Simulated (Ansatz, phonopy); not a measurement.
# LiF (Griceite, Fm-3m): phonons against volume, part 4 of 4

Aim: how the vibrations of LiF (Griceite) shift with volume, and the expansion that follows.

What experiment has found for this phase:
- volume expansion coefficient 99.6 1e-6/K and heat capacity C_P per formula unit 42 J/mol/K near room temperature (given in “High-Throughput Prediction of Finite-Temperature Properties using the Quasi-Harmonic Approximation”, 2016, arXiv:1603.06924)
- volume expansion coefficient 106.5 1e-6/K near room temperature (given in “Descriptors for thermal expansion in solids”, 2017, arXiv:1701.03966)

Ansatz 0.2.0; DFT LDA, scalar-relativistic, plane waves, PAW.

So far. Step 14 (Phonons, V/V0 0.97): No mode is imaginary beyond numerical noise at the solved wavevectors. The highest zone-centre mode (no LO–TO term) moved by +8.1 % for a volume change of -3.0 %. Step 15 (A cell at another volume, V/V0 1.05): The run ends at a pressure of -3.82 GPa.

### 16. Phonons, V/V0 1.05

The same q-mesh and k-mesh are kept at every volume, so that much of their error can cancel in the differences.

The input, input.yaml:

```yaml
crystal:
  lattice:
    - [0.0, 1.9865003514, 1.9865003514]
    - [1.9865003514, 0.0, 1.9865003514]
    - [1.9865003514, 1.9865003514, 0.0]
  atoms:
    - { symbol: Li, position: [0.0, 0.0, 0.0] }
    - { symbol: F, position: [0.5, 0.5, 0.5] }
kpoints:
  mp_grid: { grid: [12, 12, 12] }
hamiltonian:
  xc: lda
scf:
  occupations: { method: fixed }
  lower_state_search: "off"
output:
  eigenvalues: true
phonons:
  method: dfpt
  dielectric: true
  rigid_motions: translations
  qmesh: [4, 4, 4]
  temperatures: { t_max: 1000, t_step: 50 }
  qpath:
    path:
      - [[0.0, 0.0, 0.0], [0.5, 0.0, 0.5], [0.625, 0.25, 0.625]]
      - [[0.375, 0.375, 0.75], [0.0, 0.0, 0.0], [0.5, 0.5, 0.5], [0.5, 0.25, 0.75], [0.5, 0.0, 0.5]]
    npoints: 10
```

Run with:

```console
ansatz run input.yaml --threads 4 --pin off --max-ram 16384MiB --backend cpu --events-out ev --progress --plain --runs-dir out
```

Numbers of over 12 decimals in the logs are rounded to 6 here.

Log:

```text
[...]
Crystal: 2 atoms, lattice volume = 15.678 Å³
Basis set: ecut = 420 eV, 331 PW (Γ), exchange–correlation on 40×40×40 points (8 copies of the dense FFT grid, shifted against one another)
Bands: 9, of which v1, the nominal top of the filled ones, is band 5 counted from 1 (4 counted from 0)
Symmetry: 48 space group operations
k-points: 163 of 1728 (irreducible under 8 space group operations, time reversal used)
[...]
optical modes at Γ + LO–TO along q̂ = [0.0000, 1.0000, 0.0000]:
      ω (cm⁻¹)  modes    IR ((D/Å)²/amu)
        295.93      2             9.9298
        639.25      1             4.9649
  optical modes at Γ + LO–TO along q̂ = [0.0000, 0.0000, 1.0000]:
      ω (cm⁻¹)  modes    IR ((D/Å)²/amu)
        295.93      2             9.9298
        639.25      1             4.9649
--- Phonons (arbitrary-q DFPT): 8 irreducible q on the 4×4×4 mesh ---
[...]
interpolated dispersion: 63 rows × 6 modes
[...]
[key lines of the parts left out:]
SCF converged after 7 iterations
Free energy (F): -998.687630 eV
Fermi energy:    0.922658 eV
```

Run time: 32 s. Hardware: 4 threads of Arm Neoverse V2, shared host; peak memory 0.83 GiB; 2 min of CPU time.

No mode is imaginary beyond numerical noise at the solved wavevectors. The highest zone-centre mode (no LO–TO term) moved by -12.8 % for a volume change of +5.0 %.

### 17. Mode Grüneisen parameters

This step: DFT LDA, scalar-relativistic, plane waves, PAW (phonopy 4.10.0).

This step gave:

| Quantity | Value |
| --- | --- |
| share of modes with a negative Grüneisen parameter | 0 |

Mean Grüneisen, by row:

```
T (K)  heat-capacity-weighted mean  root mean square
   50                        1.516             1.629
  100                        1.633             1.724
  200                        1.665             1.752
  300                        1.654             1.743
  500                        1.642             1.733
  800                        1.636             1.727
```

Table of mean mode Grueneisen parameter by wavenumber:

```csv
wavenumber (cm⁻¹),mean mode Grueneisen parameter
11,-
33,1.26
78,1.36
100,1.7
145,1.47
167,1.49
189,1.49
234,1.55
256,1.35
278,1.37
323,2
345,2.02
390,1.89
412,1.79
434,1.56
479,1.15
501,1.07
523,1.01
568,0.943
590,0.923
635,0.906
657,0.91
```

Volume series, by row:

```
 V/V0  V (Å³/atom)  pressure (GPa)  E - E0 (meV/atom)  gap (eV)  zero-point energy (meV/atom)  lowest on the path (cm⁻¹)  highest at Gamma without the LO-TO term (cm⁻¹)
 0.97        7.242           2.817              1.873     10.01                         67.73                          0                                           366.5
0.985        7.354            1.35              0.482     9.851                         66.13                          0                                           352.7
    1        7.466          -0.005                  0     9.697                         64.57                          0                                           339.2
1.015        7.578          -1.255              0.384     9.549                         63.05                          0                                             326
 1.03         7.69          -2.416              1.752     9.406                         61.56                          0                                           312.9
 1.05        7.839          -3.823              4.656     9.222                         59.64                          0                                           295.9
```

Optical frequency at Gamma without the LO-TO term, mode 4 against V/V0:

| V/V0 | optical frequency at Gamma without the LO-TO term, mode 4 (cm⁻¹) |
| --- | --- |
| 0.9700 | 367 |
| 0.9850 | 353 |
| 1.0000 | 339 |
| 1.0150 | 326 |
| 1.0300 | 313 |
| 1.0500 | 296 |

Grüneisen at points, by row:

```csv
point,branch,frequency (cm⁻¹),mode Grüneisen parameter
Γ,4,339.2,2.63
Γ,6,668.2,0.92
X,1,253.1,0.65
X,3,376,1.76
X,4,376.3,2.39
X,6,481.9,1.09
U,1,253.7,1.2
U,2,325,1.31
U,3,354.8,1.54
U,4,355.6,2.3
U,5,443,1.49
U,6,450,1.35
K,1,253.7,1.2
K,2,325,1.31
K,3,354.8,1.54
K,4,355.6,2.3
K,5,443,1.49
K,6,450,1.35
L,1,230.9,2.09
L,3,316.9,2.27
L,5,397.9,1.2
L,6,624.9,0.9
W,1,289.5,1.64
W,2,333.5,1.25
W,4,396.6,1.6
W,5,425.1,1.68
```

### 18. Free-energy fit

The energy (each curve on its own zero) by volume; values in meV/atom:

```csv
volume (Å³/atom),static,F at 0 K,F at 300 K,F at 900 K
7.242,1.87,5.82,7.83,16.8
7.354,0.48,2.83,4.09,9.62
7.466,0,0.79,1.27,3.29
7.578,0.38,-0.34,-0.65,-2.16
7.690,1.75,-0.46,-1.61,-6.71
7.839,4.66,0.52,-1.78,-11.7
```

Phonopy-qha, vinet fit of F(V) at each temperature; no electronic free energy. Qha vinet, by row:

```
T (K)  fitted volume (Å³/atom)  alpha_V (1e-6/K)  B_T (GPa)  C_P (J/mol-atom/K)  Grueneisen
   75                    7.662             15.01      82.93               3.183       1.791
  100                    7.666             28.95      82.54               6.277       1.746
  125                    7.673             43.36      81.97               9.403        1.75
  150                    7.682             56.25      81.29               12.17       1.757
  175                    7.694             67.14      80.53               14.49        1.76
  200                    7.708              76.2      79.73               16.41       1.762
  225                    7.724             83.76      78.89               17.99       1.764
  250                    7.741             90.16      78.03                19.3       1.766
  275                    7.759             95.67      77.15                20.4       1.769
```

Volume expansion coefficient, phonopy-qha, Vinet against temperature:

```csv
temperature (K),"volume expansion coefficient, phonopy-qha, Vinet (1e-6/K)"
75.0,15.0
100.0,28.9
125.0,43.4
150.0,56.2
175.0,67.1
200.0,76.2
225.0,83.8
250.0,90.2
275.0,95.7
```

### 19. Summary of results

```yaml
mean_mode_grueneisen_parameter_at_300_k: 1.65
```

**Reading.** The table stops at 275 K because beyond it the fitted volume comes within 1 % of the largest computed cell, where the fit loses its support. The heat-capacity-weighted Grüneisen parameter goes from 1.52 at 50 K to 1.64 at 800 K. Weighting γ by the density of states and each mode's heat capacity at 300 K, modes below 220 cm⁻¹ give about 11 % of the sum of γC that drives the expansion, those up to 440 cm⁻¹ 82 % and the rest 7 %. Among the labelled points γ is largest for branch 4 at Γ (339 cm⁻¹, 2.6) and smallest for branch 1 at X (253 cm⁻¹, 0.65). The PAW files were made for PBE and are used here under another functional, for which the program regenerates the frozen cores.

[Logs are printed without paths, hosts, clocks, repeated set-up lines and the standing remarks that a program may print on its own settings, such as how far it seeks lower states.]

[Hosts, paths, dates, database ids (printed as entryN), source tags and the programs' standing remarks are cut or masked in the printed files.]

[A step with changed settings may run another functional than the one named; its input shows which.]

[Of the runs on displaced cells, only some may be shown.]
